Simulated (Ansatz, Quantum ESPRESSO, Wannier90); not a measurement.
# Ballistic channels from Wannier functions: zigzag Au chain, bond 2.60 Å, width 0.8 Å, part 3 of 5

Aim: a Wannier model and the conductance steps that follow from it, for this wire: zigzag Au chain, bond 2.60 Å, width 0.8 Å.

Quantum ESPRESSO 7.5 and Wannier90 3.1.0; plane-wave DFT, LDA, GBRV ultrasoft pseudopotentials; cross-check by Ansatz 0.2.0 with PAW datasets.

So far. Step 2 (SCF with pw.x): The run needed 11 iterations to bring the estimated error under 1e-07 Ry; the largest force on any atom, held or free, is 0.13 eV/Å.

## (6) Wannier functions and transport

Level of this step: maximally localised Wannier functions and ballistic conductance; plane-wave DFT, LDA, GBRV ultrasoft pseudopotentials (Wannier90).

After disentangling and localising, transport_mode = bulk builds principal layers from hoppings within dist_cutoff and counts open channels.

Input file wan.win:

```
num_wann = 12
num_bands = 29
num_iter = 200
num_print_cycles = 20
conv_tol = 1e-8
conv_window = 5
guiding_centres = true
dis_num_iter = 1500
dis_conv_tol = 1e-8
dis_win_min = -15.7205
dis_win_max = 4.2795
dis_froz_max = -3.2205
search_shells = 120
fermi_energy = -4.7205

transport = true
transport_mode = bulk
one_dim_axis = z
dist_cutoff = 19.69
dist_cutoff_mode = one_dim
tran_win_min = -4.0
tran_win_max = 2.0
tran_energy_step = 0.02

bands_plot = true
bands_num_points = 96
begin kpoint_path
G 0.0 0.0 0.0 Z 0.0 0.0 0.5
end kpoint_path

begin projections
Au:s;d
end projections

begin unit_cell_cart
ang
  9.0000000000 0.0000000000 0.0000000000
  0.0000000000 8.0000000000 0.0000000000
  0.0000000000 0.0000000000 4.9477267507
end unit_cell_cart

begin atoms_frac
  Au -0.0444444444 0.0000000000 0.0000000000
  Au 0.0444444444 0.0000000000 0.5000000000
end atoms_frac

mp_grid = 1 1 8
begin kpoints
  0.0 0.0 0.0000000000
  0.0 0.0 0.1250000000
  0.0 0.0 0.2500000000
  0.0 0.0 0.3750000000
  0.0 0.0 0.5000000000
  0.0 0.0 0.6250000000
  0.0 0.0 0.7500000000
  0.0 0.0 0.8750000000
end kpoints
```

Launch:

```
OMP_NUM_THREADS=1 wannier90.x wan > wan.run.log
```

Output:

```text
[banner, memory and clock lines left out]
+---------------------------------------------------+
             |                                                   |
             |                   WANNIER90                       |
             |                                                   |
             +---------------------------------------------------+
             |                                                   |
             |        Welcome to the Maximally-Localized         |
             |        Generalized Wannier Functions code         |
             |                             |
             |                                                   |
             |                                                   |
             |  Wannier90 Developer Group:                       |
             |    Giovanni Pizzi    (EPFL)                       |
             |    Valerio Vitale    (Cambridge)                  |
             |    David Vanderbilt  (Rutgers University)         |
             |    Nicola Marzari    (EPFL)                       |
             |    Ivo Souza         (Universidad del Pais Vasco) |
             |    Arash A. Mostofi  (Imperial College London)    |
             |    Jonathan R. Yates (University of Oxford)       |
             |                                                   |
             |  For the full list of Wannier90 3.x authors,      |
             |  please check the code documentation and the      |
             |  README on the GitHub page of the code            |
             |                                                   |
             |                                                   |
             |                                                   |
             |  [ref] "Wannier90 as a community code:            |
             |        new features and applications",            |
             |        165902 (2020).                             |
             |            |
             |                                                   |
             |  in any publications arising from the use of      |
             |                                                   |
             |  [ref] "Maximally Localized Generalised Wannier   |
             |         Functions for Composite Energy Bands"     |
             |         N. Marzari and D. Vanderbilt              |
             |         Phys. Rev. B 56 12847 (1997)              |
             |                                                   |
             |  [ref] "Maximally Localized Wannier Functions     |
             |         for Entangled Energy Bands"               |
             |         I. Souza, N. Marzari and D. Vanderbilt    |
             |         Phys. Rev. B 65 035109 (2001)             |
             |                                                   |
             |                                                   |
             | Copyright (c) 1996-2020                           |
             |        The Wannier90 Developer Group and          |
             |        individual contributors                    |
             |                                                   |
             |      Release: 3.1.0        5th March    2020      |
             |                                                   |
             | This program is free software; you can            |
             | redistribute it and/or modify it under the terms  |
             | of the GNU General Public License as published by |
             | the Free Software Foundation; either version 2 of |
             | the License, or (at your option) any later version|
             |                                                   |
             | This program is distributed in the hope that it   |
             | will be useful, but WITHOUT ANY WARRANTY; without |
             | even the implied warranty of MERCHANTABILITY or   |
             | FITNESS FOR A PARTICULAR PURPOSE. See the GNU     |
             | General Public License for more details.          |
             |                                                   |
             | You should have received a copy of the GNU General|
             | Public License along with this program; if not,   |
             | write to the Free Software Foundation, Inc.,      |
             | 675 Mass Ave, Cambridge, MA 02139, USA.           |
             |                                                   |
             +---------------------------------------------------+
[date or host left out]
             +---------------------------------------------------+

 ******************************************************************************
 * -> Using CODATA 2006 constant values                                       *
 *    (                      *
 * -> Using Bohr value from CODATA                                            *
 ******************************************************************************

 Running in serial (with parallel executable)

                                    ------
                                    SYSTEM
                                    ------

                              Lattice Vectors (Ang)
                    a_1     9.000000   0.000000   0.000000
                    a_2     0.000000   8.000000   0.000000
                    a_3     0.000000   0.000000   4.947727

                   Unit Cell Volume:     356.23633  (Ang^3)

                        Reciprocal-Space Vectors (Ang^-1)
                    b_1     0.698132   0.000000   0.000000
                    b_2     0.000000   0.785398   0.000000
                    b_3     0.000000   0.000000   1.269914

 *----------------------------------------------------------------------------*
 |   Site       Fractional Coordinate          Cartesian Coordinate (Ang)     |
 +----------------------------------------------------------------------------+
 | Au   1  -0.04444   0.00000   0.00000   |   -0.40000   0.00000   0.00000    |
 | Au   2   0.04444   0.00000   0.50000   |    0.40000   0.00000   2.47386    |
 *----------------------------------------------------------------------------*
                                ------------
                                K-POINT GRID
                                ------------

             Grid size =  1 x  1 x  8      Total points =    8

 *---------------------------------- MAIN ------------------------------------*
 |  Number of Wannier Functions               :                12             |
 |  Number of Objective Wannier Functions     :                12             |
 |  Number of input Bloch states              :                29             |
[...]
O_D=      0.0509040 O_OD=      0.5935587 O_TOT=     15.0233534 <-- SPRD
 Delta: O_D= -0.2551590E-03 O_OD= -0.4208201E-04 O_TOT= -0.2972410E-03 <-- DLTA
 Cycle:     40
[...]
Sum of centres and spreads (  0.000000, -0.000000, 14.843179 )    15.01319160

     40    -0.314E-04     0.0280862805       15.0131915987       0.12  <-- CONV
        O_D=      0.0449434 O_OD=      0.5893576 O_TOT=     15.0131916 <-- SPRD
 Delta: O_D=  0.1144534E-04 O_OD= -0.4282596E-04 O_TOT= -0.3138062E-04 <-- DLTA
 Cycle:     60
[...]
Sum of centres and spreads (  0.000000, -0.000000, 14.843179 )    15.01063441

     60    -0.156E-04     0.0232512004       15.0106344065       0.14  <-- CONV
        O_D=      0.0420205 O_OD=      0.5897233 O_TOT=     15.0106344 <-- SPRD
 Delta: O_D= -0.2058103E-04 O_OD=  0.4994751E-05 O_TOT= -0.1558628E-04 <-- DLTA
 Cycle:     80
[...]
Sum of centres and spreads (  0.000000, -0.000000, 14.843179 )    15.00929124

     80    -0.106E-03     0.0466644317       15.0092912358       0.16  <-- CONV
        O_D=      0.0399987 O_OD=      0.5904019 O_TOT=     15.0092912 <-- SPRD
 Delta: O_D=  0.3204259E-04 O_OD= -0.1379402E-03 O_TOT= -0.1058976E-03 <-- DLTA
 Cycle:    100
[...]
Sum of centres and spreads (  0.000000, -0.000000, 14.843179 )    15.00838994

    100    -0.868E-04     0.0393054159       15.0083899418       0.18  <-- CONV
        O_D=      0.0383767 O_OD=      0.5911226 O_TOT=     15.0083899 <-- SPRD
 Delta: O_D= -0.2532904E-03 O_OD=  0.1664759E-03 O_TOT= -0.8681453E-04 <-- DLTA

 Writing checkpoint file wan.chk... done

 Cycle:    120
[...]
Sum of centres and spreads (  0.000000, -0.000000, 14.843179 )    15.00748768

    120    -0.866E-05     0.0155052366       15.0074876751       0.20  <-- CONV
        O_D=      0.0372395 O_OD=      0.5913575 O_TOT=     15.0074877 <-- SPRD
 Delta: O_D= -0.1417317E-04 O_OD=  0.5515538E-05 O_TOT= -0.8657631E-05 <-- DLTA
 Cycle:    140
[...]
Sum of centres and spreads (  0.000000, -0.000000, 14.843179 )    15.00646124

    140    -0.912E-04     0.0409765227       15.0064612355       0.22  <-- CONV
        O_D=      0.0356335 O_OD=      0.5919371 O_TOT=     15.0064612 <-- SPRD
 Delta: O_D= -0.5128043E-05 O_OD= -0.8608736E-04 O_TOT= -0.9121541E-04 <-- DLTA
 Cycle:    160
[...]
Sum of centres and spreads (  0.000000, -0.000000, 14.843179 )    15.00562268

    160    -0.201E-04     0.0326407659       15.0056226805       0.24  <-- CONV
        O_D=      0.0345336 O_OD=      0.5921984 O_TOT=     15.0056227 <-- SPRD
 Delta: O_D= -0.1562508E-04 O_OD= -0.4456797E-05 O_TOT= -0.2008188E-04 <-- DLTA
 Cycle:    180
[...]
Sum of centres and spreads (  0.000000, -0.000000, 14.843179 )    15.00406156

    180    -0.278E-04     0.0259999399       15.0040615615       0.25  <-- CONV
        O_D=      0.0326141 O_OD=      0.5925568 O_TOT=     15.0040616 <-- SPRD
 Delta: O_D= -0.3229903E-04 O_OD=  0.4494273E-05 O_TOT= -0.2780475E-04 <-- DLTA
 Cycle:    200
[...]
Sum of centres and spreads ( -0.000000, -0.000000, 14.843180 )    15.00330001

    200    -0.453E-04     0.0370926464       15.0033000105       0.27  <-- CONV
        O_D=      0.0317643 O_OD=      0.5926451 O_TOT=     15.0033000 <-- SPRD
 Delta: O_D= -0.3771602E-04 O_OD= -0.7606519E-05 O_TOT= -0.4532254E-04 <-- DLTA

 Writing checkpoint file wan.chk... done

 Final State
[...]
WF centre and spread    5  ( -0.403597,  0.000000, -0.000000 )     0.85533612
  WF centre and spread    6  ( -0.400432,  0.000000, -0.000000 )     0.80007485
  WF centre and spread    7  (  0.392446,  0.000000,  2.473863 )     2.66520985
  WF centre and spread    8  (  0.379518, -0.000000,  2.473863 )     1.30235802
  WF centre and spread    9  (  0.409847, -0.000000,  2.473863 )     0.98399173
  WF centre and spread   10  (  0.392328, -0.000000,  2.473863 )     0.89467943
  WF centre and spread   11  (  0.403597,  0.000000,  2.473863 )     0.85533612
  WF centre and spread   12  (  0.400432, -0.000000,  2.473863 )     0.80007485
  Sum of centres and spreads ( -0.000000, -0.000000, 14.843180 )    15.00330001

         Spreads (Ang^2)       Omega I      =    14.378890640
        ================       Omega D      =     0.031764253
                               Omega OD     =     0.592645118
    Final Spread (Ang^2)       Omega Total  =    15.003300011
 Time for wannierise            0.187 (sec)

 Writing checkpoint file wan.chk... done

 *---------------------------------------------------------------------------*
 |                               PLOTTING                                    |
 *---------------------------------------------------------------------------*

 Translated centres
    translation centre in fractional coordinate:  0.000000  0.000000  0.250000
  WF centre     1  ( -0.392446, -0.000000, -0.000000 )
  WF centre     2  ( -0.379518,  0.000000, -0.000000 )
  WF centre     3  ( -0.409847, -0.000000,  0.000000 )
  WF centre     4  ( -0.392328, -0.000000, -0.000000 )
  WF centre     5  ( -0.403597,  0.000000, -0.000000 )
  WF centre     6  ( -0.400432,  0.000000, -0.000000 )
  WF centre     7  (  0.392446,  0.000000,  2.473863 )
  WF centre     8  (  0.379518, -0.000000,  2.473863 )
  WF centre     9  (  0.409847, -0.000000,  2.473863 )
  WF centre    10  (  0.392328, -0.000000,  2.473863 )
  WF centre    11  (  0.403597,  0.000000,  2.473863 )
  WF centre    12  (  0.400432, -0.000000,  2.473863 )

 Calculating interpolated band-structure

 Time to calculate interpolated band structure       0.013 (sec)

 Time for plotting              0.016 (sec)

 *---------------------------------------------------------------------------*
 |                              TRANSPORT                                    |
 *---------------------------------------------------------------------------*

 Calculation of Quantum Conductance and DoS: bulk mode

 Maximum imaginary part of the real-space Hamiltonian:     0.000035

     Maximum real part of the real-space Hamiltonian at each lattice point
            Lattice point R           Max |H_ij(R)|
                  -5                     0.000000
                  -4                     0.002243
                  -3                     0.017823
                  -2                     0.112570
                  -1                     1.121313
                   0                     6.558629
                   1                     1.121313
                   2                     0.112570
                   3                     0.017823
                   4                     0.002243
                   5                     0.000000

 Number of unit cells inside the principal layer:     4
 Number of Wannier Functions inside the principal layer:    48

 Calculating quantum conductance and density of states... done

 Time for transport             2.563 (sec)
 Total Execution Time           2.901 (sec)

 *===========================================================================*
 |                             TIMING INFORMATION                            |
 *===========================================================================*
 |    Tag                                                Ncalls      Time (s)|
 |---------------------------------------------------------------------------|
 |kmesh: get                                        :         1         0.010|
 |overlap: allocate                                 :         1         0.000|
 |overlap: read                                     :         1         0.034|
 |dis: main                                         :         1         0.087|
 |wann: main                                        :         1         0.187|
 |plot: main                                        :         1         0.015|
 |tran: main                                        :         1         2.563|
 *---------------------------------------------------------------------------*

 All done: wannier90 exiting
[key lines of the parts left out:]
|  Fermi energy (eV)                         :            -4.721             |
```

Elapsed: 3.4 s, on 1 MPI rank of Arm Neoverse V1, shared host; peak memory 0.09 GiB.

Numbers from this step:

```
lead channels at the Fermi level, one spin                                        : 1.0000
total spread                                                                      : 15.00 Å²
gauge-invariant spread                                                            : 14.38 Å²
largest misfit to plane-wave levels between mesh points, inside the frozen window : 0.005004 eV
```

Per spin. Quantum conductance of the perfect wire, open channels against energy, zero at the Fermi level:

energy (eV), quantum conductance of the perfect wire, open channels and a bar from the least value:
```
   -4.000       1.00 
   -3.800       1.00 
   -3.600       1.00 
   -3.400       1.00 
   -3.200       1.00 
   -3.000       1.00 
   -2.800       1.00 
   -2.600       2.00 #######
   -2.400       2.00 ########
   -2.200       2.00 ########
   -2.000       3.00 ###############
   -1.800       3.00 ###############
   -1.600       3.00 ###############
   -1.400       3.00 ###############
   -1.200       5.00 ##############################
   -1.020       3.00 ###############
   -0.800       3.00 ###############
   -0.600       3.00 ###############
   -0.400       2.00 ########
   -0.200       1.00 
    0.000       1.00 
    0.200       1.00 
    0.400       1.00 
    0.600       1.00 
    0.800       1.00 
    1.000       1.00 
    1.200       1.00 
    1.400       1.00 
    1.600       1.00 
    1.800       1.00 
    2.000       1.00
```

Wannier functions:

```tsv
no.	x (Å)	y (Å)	z (Å)	spread (Å²)
1	-0.3924	0	0	2.665
2	-0.3795	0	0	1.302
3	-0.4098	0	0	0.984
4	-0.3923	0	0	0.8947
5	-0.4036	0	0	0.8553
6	-0.4004	0	0	0.8001
7	0.3924	0	2.474	2.665
8	0.3795	0	2.474	1.302
9	0.4098	0	2.474	0.984
10	0.3923	0	2.474	0.8947
11	0.4036	0	2.474	0.8553
12	0.4004	0	2.474	0.8001
```

The electronic bands at the labelled points (eV, zero at the Fermi level; # counts the bands kept):

```tsv
point	#8	#9	#10	#11	#12
Γ	-1.08	-1.04	-0.59	-0.24	4.81
halfway	-1.04	-0.82	-0.49	-0.46	2.48
Z	-0.88	-0.47	-0.47	-0.01	-0.01
```

Bands and channels are those of the Wannier model: bands that were not projected, and all outside the frozen window, are missing or only approximate.

## (7) Neighbour list from wannier90 -pp, with dis_win_max − E_F = 4.0

A sensitivity test on the input.

wan_w.win, as its differences from the input of step 6:

```diff
@@ -10,3 +10,3 @@
 dis_win_min = -15.7205
-dis_win_max = 4.2795
+dis_win_max = -0.7205
 dis_froz_max = -3.2205
```

Launch:

```
OMP_NUM_THREADS=1 wannier90.x -pp wan_w > wan_w.pp.log
```

Elapsed: 0.46 s, on 1 MPI rank; peak memory 0.09 GiB.

## (8) Overlaps and projections

The same post-processing, on the changed run.

Input file wan_w.p2w.in:

```
&inputpp
  prefix = 'nscf'
  outdir = './out'
  seedname = 'wan_w'
  write_mmn = .true.
  write_amn = .true.
  write_unk = .false.
/
```

Launch:

```
OMP_NUM_THREADS=1 mpirun -n 2 pw2wannier90.x -in wan_w.p2w.in > wan_w.p2w.out
```

Wall time 6.9 s (2 MPI ranks); peak memory 0.28 GiB.

(Continued in part 4 of 5.)

[Logs are printed without paths, hosts, clocks, repeated set-up lines and the standing remarks that a program may print on its own settings, such as how far it seeks lower states.]

[Hosts, paths, dates, database ids (printed as entryN), source tags and the programs' standing remarks are cut or masked in the printed files.]

[Maps of the electrostatic potential energy from Ansatz leave out the sawtooth potential of an applied field or a dipole correction, so their vacuum need not be flat; planar profiles and work functions include it.]
